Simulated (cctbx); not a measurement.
## Which space group?

Cell: a = 11.9640 Å, b = 7.1170 Å, c = 8.9310 Å, α = 90.00°, β = 90.00°, γ = 90.00°. Expected content of the cell: Ir12 Gd8 Mn36.

Simulated single-crystal data (cctbx): synchrotron X-rays, λ = 0.6889 Å, to d = 0.8 Å, 50 % of the full sphere, strongest reflection 20000 counts, noise from counting, a 1.5 % proportional error and a noise floor of 15 counts (s.d.); no absorption, some extinction.

Tests on the unmerged data give:

```text
3047 reflections to d = 0.800 A
centring   violations  <I/sigma> of those
    A        493 of  1525      5.8
    B        493 of  1570      5.7
    C          0 of  1549      0.0
    I        394 of  1506      3.8
    R        589 of  2043      5.8
    F        493 of  2322      3.8
Laue class    unique    Rint  (classes that these axes allow; Friedel mates merged)
C 1 2/m 1         746   0.029
C 2/m 1 1         737   0.031
C m m m           452   0.034
space group    extra absences  I>4sigma  <I/sigma>
C 2 2 21                4          0      -0.4  acentric
C 2 2 2                 0          0         -  acentric
C m m 2                 0          0         -  acentric
C m c 21               60          0      -0.4  acentric
C 2 m m                 0          0         -  acentric
C m 2 m                 0          0         -  acentric
C 2 c m                60          0      -0.4  acentric
C m c m                60          0      -0.4  centric
C m m m                 0          0         -  centric
Wilson B = 1.14 A^2   <|E^2-1|> = 1.137 (0.968 centric, 0.736 acentric)   E^2>4: 6.1 %
shell (A)         n   <I/sigma>
 5.05 - 1.59     68     24.3
 1.59 - 1.27     54     22.4
 1.27 - 1.11     62     21.4
 1.11 - 1.01     52     12.6
 1.01 - 0.94     56     18.9
 0.94 - 0.88     52     16.0
 0.88 - 0.84     58     13.9
 0.84 - 0.80     50     13.1
```

**Question.** What are the lattice type, the Laue class and the likely space group?

The reflections that C centring forbids are absent (⟨I/σ⟩ near 0), so the lattice is C.

Rint stays low (0.029 to 0.034) up to C m m m, the highest class in these axes.

9 settings pass the absence test. The most absences obeyed, 60, belong to C m c 21, C 2 c m and C m c m, which absences can't tell apart.

⟨|E²−1|⟩ = 1.137 is above even the centric ideal, a mark of pseudo-translation (a class of systematically weak reflections). The Wilson B of 1.14 Å² means U ≈ 0.0144 Å².

The true group is Cmcm (no. 63), Laue class mmm, centrosymmetric. The tables only narrow the choice to the tied entries; cell content, site symmetry and trial solutions must settle it.

The model is made up (kin elements in a known structure type, no relaxation), so it says nothing on whether the phase exists.

[Logs are printed without paths, hosts, clocks, repeated set-up lines and the standing remarks that a program may print on its own settings, such as how far it seeks lower states.]
